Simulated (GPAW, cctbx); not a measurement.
## CaNbSnRuS6: what bonding does to one electron reflection, worked out

CaNbSnRuS6, F-43m (no. 216), a = 9.4790 Å, b = 9.4790 Å, c = 9.4790 Å, α = 90.00°, β = 90.00°, γ = 90.00°.

```csv
atom,mult.,x,y,z
Sn1,4,1/4,3/4,3/4
Ru1,4,1/2,0,0
Nb1,4,0,0,0
Ca1,4,1/4,1/4,3/4
S1,24,1/2,0.2462,0
```

The cell comes from substitution in a known structure type and wasn't matched to any measured phase.

A DFT run (GPAW, PBE, 450 eV, 4×4×4 k-points, Fermi–Dirac width 0.05 eV) gives the static X-ray structure factor of 020 as 171.688 e for the conventional cell; superposed free atoms give 170.238 e. **Problem.** Find the Fourier component V of the crystal potential and the two-beam extinction distance at 80 kV in both cases.

## 1. Geometry

The cell volume is Ω = 851.70 Å³ and d(020) = 4.7395 Å, so g = 1/d = 0.2110 Å⁻¹.

## 2. The nuclei

Electrons feel nuclei as well as electrons, so the nuclear charges are summed with the same phases.

Phase sums Σ exp(2πi h·x), turned so that the total is real and positive: Sn -4.000, Ru +4.000, Nb +4.000, Ca -4.000, S +8.009. Then F_Z = 50 × (-4.000) + 44 × (+4.000) + 41 × (+4.000) + 20 × (-4.000) + 16 × (+8.009) = 188.14 e. The electron term has the same sign for this reflection.

## 3. Mott–Bethe

Poisson's equation, term by term, gives V = (e/4πε₀)(F_Z − F)/(πΩg²), with e/4πε₀ = 14.3996 V Å.

The prefactor is 14.3996 × 4.7395²/(π × 851.70) = 0.12089 V per electron. Free atoms: (188.14 − 170.238) × 0.12089 = 2.165 V. Crystal: (188.14 − 171.688) × 0.12089 = 1.989 V. F changes by +0.85 % and V by -8.1 %: the same 1.45 e is measured against F_Z − F = 17.9 e in place of F = 170.2 e.

## 4. Extinction distance

In the two-beam case ξ = 1/(λU) with U = 2γm₀eV/h², that is ξ = 150.41 V Å²/(γλV).

At 80 kV, λ = 0.04176 Å and γ = 1.1566. Free atoms: ξ = 1439 Å. Crystal: ξ = 1566 Å. The thickness fringes go as sin²(πt/ξ), so the two patterns slip by a quarter of a period when t|1/ξ₁ − 1/ξ₀| = 1/4, at t ≈ 444 nm. Thermal motion, absorption and many-beam coupling, left out here, change a real pattern.

## 5. Answer

V(020) is 1.99 V against 2.16 V, and ξ is 1566 against 1439 Å. Limits: static atoms, two beams.

[Outputs are excerpts: Python notices, other lines and further rows are left out; steps that failed or that the build refused (PBEsol, TPSS) are not shown.]

[Logs are printed without paths, hosts, clocks, repeated set-up lines and the standing remarks that a program may print on its own settings, such as how far it seeks lower states.]
